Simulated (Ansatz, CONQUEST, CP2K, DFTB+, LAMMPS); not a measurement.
**Other levels on amorphous carbon (100 atoms)**

Density of this cell: 2.92 g/cm³. The cell holds 100 atoms: 100 C. Its edges and angles: a = 8.808 Å, b = 8.808 Å, c = 8.808 Å, α = 90.0°, β = 90.0°, γ = 90.0°. 100 atoms (100 C) placed at random at 2.92 g/cm³, melted at 6000 K for 10 ps at fixed volume with the Tersoff potential (Tersoff, Phys. Rev. B 39, 5566 (1989)). Quenched from 6000 K to 300 K at 100 K/ps and fixed volume, held 5 ps, then minimised at fixed cell.

Geometry: as built.

The reference, a calculation:

* method: Kohn-Sham DFT, PBE, PAW, plane waves (Ansatz 0.2.0); cutoff 420 eV, Γ point, fermi-dirac smearing of 0.05 eV; PAW set soft_2
* r.m.s. force component: 1.236 eV/Å
* longest force: 3.782 eV/Å
* pressure: 4.033 GPa
* SCF cycles: 9
* time: 5.5 s on 4 threads of Intel Xeon Platinum 8559C (Emerald Rapids), shared host
* CPU time: 19 s

Runs, in no order:
A. DFTB+ DFTB 3ob-3-1: third-order SCC-DFTB tight binding, 3ob-3-1 parameters, diagonalisation
B. CP2K PBE, DZVP-MOLOPT-SR, 450/70 Ry, diagonalisation: Kohn-Sham DFT, PBE, GTH-PBE pseudopotentials, Gaussian and plane waves, DZVP-MOLOPT-SR-GTH, diagonalisation
C. CONQUEST PBE, grid 80 Ha: Kohn-Sham DFT, PBE, norm-conserving pseudopotentials, pseudo-atomic orbitals (double zeta with polarisation), diagonalisation

**Question.** Rank the runs by how far their forces lie from the reference's, least first.

B, C, A.

```
                                                    run  Δ force, r.m.s. (meV/Å)  share of r.m.s. force (%)  CPU time
B. CP2K PBE, DZVP-MOLOPT-SR, 450/70 Ry, diagonalisation                     27.1                       2.19    16 min
                            C. CONQUEST PBE, grid 80 Ha                      127                       10.3    12 min
                                  A. DFTB+ DFTB 3ob-3-1                      512                       41.4     1.3 s
```

The network of bonds at the start is that of the classical potential that made the cell, and needn't be the one that DFT or experiment would give. The electronic-structure runs sample only Γ, in a cell whose shortest periodic width is 9 Å, which is coarse for a cell with partly filled levels.

[Logs are printed without paths, hosts, clocks, repeated set-up lines and the standing remarks that a program may print on its own settings, such as how far it seeks lower states.]

[Hosts, paths, dates, database ids (printed as entryN), source tags and the programs' standing remarks are cut or masked in the printed files.]
